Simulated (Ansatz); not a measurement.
# Slab bands of antimonene, single, part 2 of 2

Wanted: the bands of antimonene, single, and its levels against the vacuum.

Ansatz 0.2.0; plane-wave DFT, PBE-D3(BJ), Ansatz PAW (the session's first sound run).

So far. Step 2 (Relaxation): The gap is 1.31 eV.

### 3. Bands and layer weights

This step: plane-wave DFT, PBE, Ansatz PAW (Ansatz 0.2.0).

The bands of the relaxed layer, with projections on the atoms.

input.yaml reads:

```yaml
crystal:
  lattice:
    - [4.12, 0.0, 0.0]
    - [-2.06, 3.5680246636, 0.0]
    - [0.0, 0.0, 19.65]
  atoms:
    - { symbol: Sb, position: [0.6666666667, 0.3333333333, 0.4584628998] }
    - { symbol: Sb, position: [0.3333333333, 0.6666666667, 0.5415371002] }
kpoints:
  mp_grid: { grid: [12, 12, 1] }
  band_path:
    path: [[0, 0, 0], [0.5, 0, 0], [0.33333333, 0.33333333, 0], [0, 0, 0]]
    npoints: 24
hamiltonian:
  xc: pbe
scf:
  occupations: { method: fermi_dirac, width: 0.05 }
  convergence: { dr2_threshold: 1.0e-09 }
efield:
  axis: 3
  dipole_correction: true
  ramp_position: 0.97
  ramp_width: 0.06
output:
  fatbands: true
  dos: { projected: true, e_range: [-8, 5] }
  write_potential: true
  write_density: true
  volumetric_format: npy
  elf: true
```

Started as:

```bash
> ansatz run input.yaml --threads 2 --pin off --max-ram 3072MiB --backend cpu --events-out ev --progress --plain --runs-dir out
```

Numbers of over 12 decimals in the logs are rounded to 6 here.

Output:

```text
[...]
Crystal: 2 atoms, lattice volume = 288.860 Å³
Basis set: ecut = 420 eV, 5609 PW (Γ)
Bands: 19, of which v1, the nominal top of the filled ones, is band 15 counted from 1 (14 counted from 0)
Symmetry: 6 space group operations
k-points: 19 of 144 (time reversal used)
[...]
SCF iter   1: F=—  HF=-12968.821949 eV  |F-HF|=—  |Δ(HF+E_count)|=         —  Δρ=7.82e-4  dr2=2.97e-3  ethr=1.77e-3  p=0.000 e·Å  D=5.90e-14 V/Å  ΔV_dip=-0.00 eV  dr2_dipole=7.06e-10  V_vac-E_F(+/−)=4.35/4.35 eV  ⟨swp⟩=8.2  Hψ=2210  notcnv=0
[...]
SCF iter   9: F=-12968.823038 eV  HF=-12968.823038 eV  |F-HF|=1.15e-10  |Δ(HF+E_count)|=   1.94e-9  Δρ=2.78e-7  dr2=2.99e-10  ethr=3.33e-12  p=-0.000 e·Å  D=-2.24e-7 V/Å  ΔV_dip=0.00 eV  dr2_dipole=1.38e-13  V_vac-E_F(+/−)=4.22/4.22 eV  ⟨swp⟩=3.0  Hψ=1372  notcnv=0
SCF 1 converged in 9 iterations: F = -12968.823038 eV  dr2 = 2.99e-10
[...]
NSCF: frozen V_eff on 73 k-points
efield: sawtooth ramp at fractional position 0.9700 (kept from the solve that this one continues, or follows in the run), width 0.0600; the density the first Hamiltonian is built on has a dipole p = -0.000 e·Å; the dipole correction subtracts the counter field D = -2.24e-7 V/Å, which shifts the + side's vacuum level by +0.00 eV against the − side's; the planar-averaged density in the ramp window peaks in size at 1.1e-8 e/Å³
WARN: The output density's exchange-correlation potential varies sharply where the density is thin. Do not read a vacuum level from v_tot or v_xc, or from such a field of the output density. On a cell that repeats whose density bears no net charge and no dipole along the vacuum's axis use v_es (v_loc + v_h of the components); under efield.dipole_correction with no amplitude use v_es + v_field, which holds any externa [...]
SCF converged after 9 iterations
Free energy (F): -12968.823038 eV
[...]
Internal energy: -12968.823038 eV  (E = F + TS)
E sigma→0 (E₀):  -12968.823038 eV
Entropy (-TS):   -0.000000 eV (-0.000 meV/atom)
Fermi energy:    -1.248633 eV
Dipole field:    D = 0.000000 V/Å  (p = 0.000000 e·Å, saw-weighted, corrected)
Work function:   Φ+ = 4.2217 eV   Φ− = 4.2217 eV
[...]
--- Band table (eV; the first three rows and the last of 19) ---
  k-point 0: bands = [... 11 lower, -8.1623, -2.4471, -1.8734, -1.8734, -0.2827, 0.9253, 0.9253, 2.4594]
  k-point 1: bands = [... 11 lower, -8.1602, -2.5895, -2.4164, -2.0417, 0.2111, 0.8343, 1.0888, 2.5584]
  k-point 2: bands = [... 11 lower, -8.1877, -3.6468, -2.4162, -2.3583, -0.0788, 1.4079, 1.4246, 2.7951]
  k-point 18: bands = [... 11 lower, -10.3263, -5.3633, -3.6506, -3.6506, -0.3330, 1.7442, 1.7442, 4.7795]
```

Wall time 39 s (2 threads of Arm Neoverse N1, shared host); peak memory 0.53 GiB; 75 s of CPU time.

Reading the cycles: dr2 is the Hartree energy of the density residual (eV), the measure of convergence; HF is the Harris–Foulkes estimate of the energy, which meets the free energy F at convergence.

This step gave:

- gap along the path: 1.295 eV
- smallest direct gap along the path: 1.591 eV
- ionisation energy, upper face: 4.847 eV
- electron affinity, upper face: 3.552 eV
- gap, the smaller of path and mesh: 1.295 eV

The density of states has structure finer than the step of the table below, so its rows give means over 0.25 eV, whole bins alone (the curve runs from -8 to 2.65 eV). Peaks (eV: height): -6.920: 6.27, -3.600: 11.9, -2.750: 3.58, -2.070: 4.06, -1.090: 8.19, 1.450: 4.60, 2.100: 4.64.

The density of states by energy, zero at the Fermi level of the run, which the smearing sets inside the gap; means over each step:

```csv
energy (eV),density of states (states/eV a cell)
-7.75,0.836
-7.50,0.831
-7.25,0.964
-7.00,1.97
-6.75,0
-6.50,0
-6.25,0
-6.00,0
-5.75,0
-5.50,0
-5.25,0
-5.00,0
-4.75,0
-4.50,0
-4.25,0
-4.00,0.532
-3.75,1.19
-3.50,3.50
-3.25,0.874
-3.00,1.40
-2.75,2.10
-2.50,1.49
-2.25,1.77
-2.00,2.84
-1.75,2.02
-1.50,1.79
-1.25,2.28
-1.00,1.73
-0.75,0.295
-0.50,0.00245
-0.25,0
0.00,0
0.25,0
0.50,0
0.75,0.536
1.00,1.83
1.25,2.74
1.50,2.74
1.75,0.231
2.00,1.89
2.25,3.29
2.50,2.22
```

Projected DOS per atom over height of the atomic layer and energy from the Fermi level. Layers: Sb Sb from below.

Ten even steps from '0' (0.00 states/eV) to '9' (1.21 states/eV), each cell a mean:
```
99
66
99
66
00
00
00
66
77
99
66
66
88
44
00
00
00
00
00
22
44
33
```
Columns: height of the atomic layer (Å) from 9.01 to 10.6; rows upwards: energy from the Fermi level (eV) from -7.96 to 2.65.

Electronic bands along the path, in eV, zero at the Fermi level of the run, which the smearing sets inside the gap:

```csv
point,band 12,band 13,band 14,band 15,band 16,band 17,band 18,band 19
Γ,-6.91,-1.20,-0.62,-0.62,0.97,2.17,2.17,3.71
halfway,-7.10,-3.22,-1.57,-1.15,0.76,2.85,2.89,4.30
M,-8.38,-3.55,-2.17,-2.07,1.03,1.86,2.95,4.50
halfway,-8.51,-3.72,-2.70,-2.07,1.45,2.33,2.68,4.91
K,-9.08,-4.11,-2.40,-2.40,0.92,2.99,2.99,6.03
halfway,-7.23,-3.23,-2.45,-1.13,1.59,2.13,3.15,4.62
Γ,-6.91,-1.20,-0.62,-0.62,0.97,2.17,2.17,3.71
```

The electronic bands as a text plot (rows in eV, shown from -8.6 to 3.7 only):

```
    3.5 |                                    ++++++
    2.9 |       +++++++++++++++++++ +++++++++      +++++++++
    2.4 |+++++++     ++++          ++       +++             +++++
    1.9 |++++            ++++++++++            ++++++++++++++++++
    1.4 | ++++++               ++ ++++       ++++   ++++++   +++
    0.9 |+      +++++++++++++++       +++++++                   +
    0.4 |
   -0.1 |
   -0.7 |*****                                               ****
   -1.2 |*************                            ***************
   -1.7 |    **   *********                  *****      **  **
   -2.2 |      *       **********************        ***  **
   -2.7 |       **               ******** ****     **   **
   -3.2 |         ***                         **********
   -3.7 |            ******************     ****
   -4.3 |                              *****
   -4.8 |
   -5.3 |
   -5.8 |
   -6.3 |
   -6.8 |**********                                    **********
   -7.3 |          ****                            ****
   -7.9 |              ****                     ***
   -8.4 |                  **********       ****
         Γ                   M           K                      Γ
```

ELF in the ca plane at fractional y = 0.333, with atoms of Sb within 0.2 Å of it. It is the smooth field of the valence electrons, not physical close to the nuclei.

Ten even steps from '0' (0.00) to '9' (0.85), each cell a mean:
```
00000000000000000124688654566544321000000000
00000000000000001257997532345431100000000000
00000000000000001368996300134320000000000000
00000000000000001479996200033310000000000000
00000000000000001368996310134321000000000000
00000000000000000247897533345432100000000000
00000000000000000023677655566554431100000000
00000000000000000000123444565556664210000000
00000000000000000000000112454457775310000000
00000000000000000000000123455557775310000000
00000000000000000001234555566556653200000000
```
Columns run along c (16.0 Å, from fractional 0.00 to 0.81 of the cell), rows up along a (4.1 Å). Atoms in or near the plane, at fractional coordinates: Sb at (0.46, 0.67).

Valence density in the ca plane at fractional y = 0.333, with atoms of Sb within 0.2 Å of it. It is the smooth field of the valence electrons, not physical close to the nuclei.

Values in units of 1e0 e/Å³, 6 rows by 16 columns, each cell a mean:
```
0.0 0.0 0.0 0.0 0.0 0.0 0.0 0.0 0.4 0.8 0.2 0.1 0.0 0.0 0.0 0.0
0.0 0.0 0.0 0.0 0.0 0.0 0.0 0.1 3.3 8.2 0.3 0.0 0.0 0.0 0.0 0.0
0.0 0.0 0.0 0.0 0.0 0.0 0.0 0.1 2.2 5.1 0.2 0.0 0.0 0.0 0.0 0.0
0.0 0.0 0.0 0.0 0.0 0.0 0.0 0.0 0.2 0.4 0.2 0.1 0.0 0.0 0.0 0.0
0.0 0.0 0.0 0.0 0.0 0.0 0.0 0.0 0.0 0.1 0.2 0.2 0.0 0.0 0.0 0.0
0.0 0.0 0.0 0.0 0.0 0.0 0.0 0.0 0.1 0.2 0.2 0.1 0.0 0.0 0.0 0.0
```
Columns run along c (16.0 Å, from fractional 0.00 to 0.81 of the cell), rows up along a (4.1 Å). Atoms in or near the plane, at fractional coordinates: Sb at (0.46, 0.67).

Electrostatic potential energy in the ca plane at fractional y = 0.333, with atoms of Sb within 0.2 Å of it. With pseudopotentials it is smooth inside the atoms' cores, unlike the true potential.

Values in eV, 6 rows by 16 columns, each cell a mean:
```
  3   3   3   3   3   3   3   2 -10 -16  -2   1   3   3   3   3
  3   3   3   3   3   3   3   1 -21 -26  -6   2   3   3   3   3
  3   3   3   3   3   3   3   1 -20 -25  -5   2   3   3   3   3
  3   3   3   3   3   3   3   2  -5  -9  -2   1   2   3   3   3
  3   3   3   3   3   3   3   3   1   0  -5  -2   2   3   3   3
  3   3   3   3   3   3   3   3   1  -1  -4  -2   2   3   3   3
```
Columns run along c (16.0 Å, from fractional 0.00 to 0.81 of the cell; values clipped at the 3rd and 97th percentile), rows up along a (4.1 Å). Atoms in or near the plane, at fractional coordinates: Sb at (0.46, 0.67).

The gap is 1.29 eV, with the valence edge 4.85 eV and the conduction edge 3.55 eV under the upper vacuum level. Spin-orbit coupling is still left out here.

### 4. With spin-orbit coupling

This step: plane-wave DFT, PBE, fully relativistic PAW with spin-orbit coupling (Ansatz 0.2.0).

Heavy atoms split their bands by spin-orbit coupling, so the bands are run again with fully relativistic files.

input.yaml, the sections that differ from step 3:

```yaml
hamiltonian:
  xc: pbe
  pseudopotentials: { kind: paw_fr }
magnetization:
  noncollinear: true
  spin_orbit: true
scf:
  occupations: { method: fermi_dirac, width: 0.05 }
  convergence: { dr2_threshold: 1.0e-08 }
output:
  fatbands: true
  write_potential: true
  write_density: true
  volumetric_format: npy
kpoints:
  mp_grid: { grid: [12, 12, 1] }
  band_path:
    path: [[0, 0, 0], [0.5, 0, 0], [0.33333333, 0.33333333, 0], [0, 0, 0]]
    npoints: 14
# crystal, efield: as in step 3
```

Output:

```text
[...]
non-collinear run that drives no moment, with spin-orbit: no starting moment large enough to seed its density (crystal.atoms[].spin), no starting occupations that ask for one, no magnetisation constraint and no magnetic field, so the semilocal B_xc is pinned to zero
Crystal: 2 atoms, lattice volume = 288.860 Å³
Basis set: ecut = 420 eV, 5609 PW (Γ)
Bands: 38, of which v1, the nominal top of the filled ones, is band 30 counted from 1 (29 counted from 0)
Symmetry: 6 space group operations + 6 with time reversal
k-points: 19 of 144 (time reversal used)
Projection manifold: j_resolved (fully-relativistic pseudo-atomic orbitals)
[...]
SCF iter   1: F=—  HF=-12973.680102 eV  |F-HF|=—  |Δ(HF+E_count)|=         —  Δρ=8.96e-3  dr2=2.38e-1  dr2_m=0.00e0 (ungated)  ethr=7.77e-4  |M|=0.00e0 ∫|m|=0.00e0 μB  |m|>n=0.0e0 m-floor=0.0e0 τ_xc=0.0e0  β_m=0.30  p=0.000 e·Å  D=4.31e-14 V/Å  ΔV_dip=-0.00 eV  dr2_dipole=2.93e-11  V_vac-E_F(+/−)=4.72/4.72 eV  ⟨swp⟩=1.3  Hψ=5661  notcnv=0
[...]
spin=Noncollinear: Resta preconditioning applied to the charge; magnetization (m_x, m_y, m_z) channels mix plain (no charge-response kernel on spin).
SCF iter   2: F=—  HF=-12973.661731 eV  |F-HF|=—  |Δ(HF+E_count)|=   1.84e-2  Δρ=6.45e-3  dr2=1.20e-1  dr2_m=0.00e0 (ungated)  ethr=7.77e-4  |M|=0.00e0 ∫|m|=0.00e0 μB  |m|>n=0.0e0 m-floor=0.0e0 τ_xc=0.0e0  β_m=0.65  p=-0.000 e·Å  D=-8.85e-7 V/Å  ΔV_dip=0.00 eV  dr2_dipole=2.47e-11  V_vac-E_F(+/−)=4.53/4.53 eV  ⟨swp⟩=1.6  Hψ=741  notcnv=0
[...]
SCF iter  10: F=-12973.648396 eV  HF=-12973.648396 eV  |F-HF|=1.22e-10  |Δ(HF+E_count)|=  2.67e-10  Δρ=1.83e-7  dr2=2.05e-10  dr2_m=0.00e0 (ungated)  ethr=3.33e-11  |M|=0.00e0 ∫|m|=0.00e0 μB  |m|>n=0.0e0 m-floor=0.0e0 τ_xc=0.0e0  p=-0.000 e·Å  D=-1.40e-6 V/Å  ΔV_dip=0.00 eV  dr2_dipole=4.20e-11  V_vac-E_F(+/−)=4.11/4.11 eV  ⟨swp⟩=7.7  Hψ=2199  notcnv=0
SCF 1 converged in 10 iterations: F = -12973.648396 eV  dr2 = 2.05e-10
[...]
SCF converged after 10 iterations
Magnetization: |M| = 0.0000 μB,  M = (+0.0000, +0.0000, +0.0000) μB
Absolute magnetization: 0.0000 μB (∫|m|)
  site 0: m = (+0.0000, +0.0000, +0.0000) μB, |m| = 0.0000 μB  (R = 1.19 Å)
  site 1: m = (+0.0000, +0.0000, +0.0000) μB, |m| = 0.0000 μB  (R = 1.19 Å)
Free energy (F): -12973.648396 eV
[...]
Internal energy: -12973.648395 eV  (E = F + TS)
E sigma→0 (E₀):  -12973.648396 eV
Entropy (-TS):   -0.000001 eV (-0.001 meV/atom)
Fermi energy:    -1.135539 eV
Dipole field:    D = 0.000006 V/Å  (p = 0.000009 e·Å, saw-weighted, corrected)
Work function:   Φ+ = 4.1060 eV   Φ− = 4.1061 eV
[...]
--- Band table (eV; the first three rows and the last of 19) ---
  k-point 0: bands = [... 26 lower, -1.9494, -1.9494, -1.6041, -1.6041, -0.3432, -0.3432, 0.7105, 0.7105, ... 4 higher]
  k-point 1: bands = [... 26 lower, -2.3202, -2.3202, -1.9255, -1.9255, 0.1252, 0.1252, 0.8056, 0.8056, ... 4 higher]
  k-point 2: bands = [... 26 lower, -2.5822, -2.5822, -2.1781, -2.1781, -0.1139, -0.1139, 1.3168, 1.3168, ... 4 higher]
  k-point 18: bands = [... 26 lower, -3.7480, -3.7480, -3.5688, -3.5688, -0.3350, -0.3350, 1.6604, 1.6604, ... 4 higher]
```

The job ended after 2.9 min (2 threads; peak memory 1.1 GiB; 5.7 min of CPU time).

This step gave:

```
gap along the path                 : 1.028 eV
smallest direct gap along the path : 1.261 eV
ionisation energy, upper face      : 4.575 eV
electron affinity, upper face      : 3.547 eV
gap, the smaller of path and mesh  : 1.028 eV
```

Electronic bands along the path, in eV, zero at the Fermi level of the run, which the smearing sets inside the gap:

```csv
point,band 27,band 28,band 29,band 30,band 31,band 32,band 33,band 34
Γ,-0.81,-0.81,-0.47,-0.47,0.79,0.79,1.85,1.85
halfway,-1.77,-1.77,-1.19,-1.19,0.63,0.63,2.63,2.63
M,-2.47,-2.47,-2.02,-2.02,0.91,0.91,1.76,1.76
halfway,-2.85,-2.85,-2.16,-2.16,1.32,1.32,2.21,2.21
K,-2.61,-2.61,-2.43,-2.43,0.80,0.80,2.80,2.80
halfway,-2.58,-2.58,-1.24,-1.24,1.45,1.45,2.01,2.01
Γ,-0.81,-0.81,-0.47,-0.47,0.79,0.79,1.85,1.85
```

The gap is 1.03 eV, with the valence edge 4.57 eV and the conduction edge 3.55 eV under the upper vacuum level.

### 5. Close to the zone centre

A Rashba splitting shows at small k, so a short path out of the zone centre is sampled finely.

Edit input.yaml of step 4 so:

```diff
@@ -29,4 +29,2 @@
   mp_grid: { grid: [12, 12, 1] }
-  band_path:
-    path: [[0, 0, 0], [0.5, 0, 0], [0.33333333, 0.33333333, 0], [0, 0, 0]]
-    npoints: 14
+  band_path: { path: [[0, 0, 0], [0.1704, 0, 0]], npoints: 30 }
```

Output:

```text
[...]
Crystal: 2 atoms, lattice volume = 288.860 Å³
Basis set: ecut = 420 eV, 5609 PW (Γ)
Bands: 38, of which v1, the nominal top of the filled ones, is band 30 counted from 1 (29 counted from 0)
Symmetry: 6 space group operations + 6 with time reversal
k-points: 19 of 144 (time reversal used)
Projection manifold: j_resolved (fully-relativistic pseudo-atomic orbitals)
[...]
SCF iter  10: F=-12973.648396 eV  HF=-12973.648396 eV  |F-HF|=1.22e-10  |Δ(HF+E_count)|=  2.67e-10  Δρ=1.83e-7  dr2=2.05e-10  dr2_m=0.00e0 (ungated)  ethr=3.33e-11  |M|=0.00e0 ∫|m|=0.00e0 μB  |m|>n=0.0e0 m-floor=0.0e0 τ_xc=0.0e0  p=-0.000 e·Å  D=-1.40e-6 V/Å  ΔV_dip=0.00 eV  dr2_dipole=4.20e-11  V_vac-E_F(+/−)=4.11/4.11 eV  ⟨swp⟩=7.7  Hψ=2199  notcnv=0
SCF 1 converged in 10 iterations: F = -12973.648396 eV  dr2 = 2.05e-10
[...]
SCF converged after 10 iterations
Magnetization: |M| = 0.0000 μB,  M = (+0.0000, +0.0000, +0.0000) μB
Absolute magnetization: 0.0000 μB (∫|m|)
  site 0: m = (+0.0000, +0.0000, +0.0000) μB, |m| = 0.0000 μB  (R = 1.19 Å)
  site 1: m = (+0.0000, +0.0000, +0.0000) μB, |m| = 0.0000 μB  (R = 1.19 Å)
Free energy (F): -12973.648396 eV
[...]
Internal energy: -12973.648395 eV  (E = F + TS)
E sigma→0 (E₀):  -12973.648396 eV
Entropy (-TS):   -0.000001 eV (-0.001 meV/atom)
Fermi energy:    -1.135539 eV
Dipole field:    D = 0.000006 V/Å  (p = 0.000009 e·Å, saw-weighted, corrected)
Work function:   Φ+ = 4.1060 eV   Φ− = 4.1061 eV
[...]
--- Band table (eV; the first three rows and the last of 19) ---
  k-point 0: bands = [... 26 lower, -1.9494, -1.9494, -1.6041, -1.6041, -0.3432, -0.3432, 0.7105, 0.7105, ... 4 higher]
  k-point 1: bands = [... 26 lower, -2.3202, -2.3202, -1.9255, -1.9255, 0.1252, 0.1252, 0.8056, 0.8056, ... 4 higher]
  k-point 2: bands = [... 26 lower, -2.5822, -2.5822, -2.1781, -2.1781, -0.1139, -0.1139, 1.3168, 1.3168, ... 4 higher]
  k-point 18: bands = [... 26 lower, -3.7480, -3.7480, -3.5688, -3.5688, -0.3350, -0.3350, 1.6604, 1.6604, ... 4 higher]
```

Run time: 2.3 min. Hardware: 2 threads; peak memory 1.1 GiB; 4.5 min of CPU time.

Numbers from this step:

```
gap along the path                : 1.261 eV
gap, the smaller of path and mesh : 1.040 eV
```

The electronic bands at the labelled points (eV, zero at the Fermi level of the run, which the smearing sets inside the gap):

```csv
point,band 27,band 28,band 29,band 30,band 31,band 32,band 33,band 34
Γ,-0.81,-0.81,-0.47,-0.47,0.79,0.79,1.85,1.85
halfway,-1.19,-1.19,-0.80,-0.80,1.27,1.27,1.95,1.95
end,-1.46,-1.46,-1.05,-1.05,1.00,1.00,2.47,2.47
```

The levels on this short path go into the next step. The band edges sampled here don't span that gap, so no ionisation energy or affinity is read off.

### 6. The same run with other settings

This step: plane-wave DFT, PBE, Ansatz PAW (Ansatz 0.2.0).

An input spoilt on purpose, to show how the run answers: it repeats the earlier run with scf.n_extra_bands to 0 and scf.occupations from method: fermi_dirac, width: 0.05 to method: fermi_dirac, width: 0.3, and scf.max_iter set to 60; its output block differs too.

input.yaml, the sections that differ from step 5:

```yaml
kpoints:
  mp_grid: { grid: [12, 12, 1] }
  band_path:
    path: [[0, 0, 0], [0.5, 0, 0], [0.33333333, 0.33333333, 0], [0, 0, 0]]
    npoints: 24
hamiltonian:
  xc: pbe
scf:
  occupations: { method: fermi_dirac, width: 0.3 }
  convergence: { dr2_threshold: 1.0e-09 }
  n_extra_bands: 0
  max_iter: 60
output:
  fatbands: true
  dos: { projected: true, e_range: [-8, 5] }
  write_potential: true
  write_density: true
  volumetric_format: npy
# crystal, efield: as in step 5
# magnetization: removed
```

Output:

```text
Error: inconsistent input (scf.n_extra_bands, scf.occupations.method): n_bands = 15 leaves no empty band above the 15 bands per channel that the deck's 30 electrons occupy, and the occupations search for the Fermi level (a smearing at a finite width, or tetrahedra): a level found among occupied bands alone can fill a metal as an insulator; raise scf.n_extra_bands until at least 16 bands are solved (omitted, it auto-derives to 23) (see scf.n_extra_bands in the input reference)
```

Wall time 0.08 s (2 threads); peak memory 0.071 GiB.

The input was rejected at the start.

The program's message: “Error: inconsistent input (scf.n_extra_bands, scf.occupations.method): n_bands = 15 leaves no empty band above the 15 bands per channel that the deck's 30 electrons occupy, and the occupations search …”

The fault put into the input: too few bands.

### 7. Outcome

```
ionisation energy, upper face, without spin-orbit coupling : 4.85 eV
electron affinity, upper face, without spin-orbit coupling : 3.55 eV
ionisation energy, upper face, with spin-orbit coupling    : 4.57 eV
electron affinity, upper face, with spin-orbit coupling    : 3.55 eV
gap without spin-orbit coupling                            : 1.29 eV
gap with spin-orbit coupling                               : 1.03 eV
```

In words: The slab is too thin to part surface from interior; its gap is 1.29 eV. Spin-orbit coupling changes the gap from 1.29 to 1.03 eV. The slab has an inversion centre, so with spin-orbit coupling every level stays doubly degenerate, and a Rashba splitting of one face can't be read off as a split pair. Semilocal functionals give gaps that are too small, and confinement in a thin slab widens them. The in-plane lattice is held at a typed value, so part of the relaxation answers the strain against the functional's own lattice constant. Image-potential states are missing at this level, since the potential falls off too fast in the vacuum.

[Logs are printed without paths, hosts, clocks, repeated set-up lines and the standing remarks that a program may print on its own settings, such as how far it seeks lower states.]

[Hosts, paths, dates, database ids (printed as entryN), source tags and the programs' standing remarks are cut or masked in the printed files.]

[Maps of the electrostatic potential energy from Ansatz leave out the sawtooth potential of an applied field or a dipole correction, so their vacuum need not be flat; planar profiles and work functions include it.]

[The density of states shown here was stored with 400 of the rows of the run's finer table, so its peaks can read low, often by over a quarter, or be missed, and its means over a window can be off by a tenth or more.]
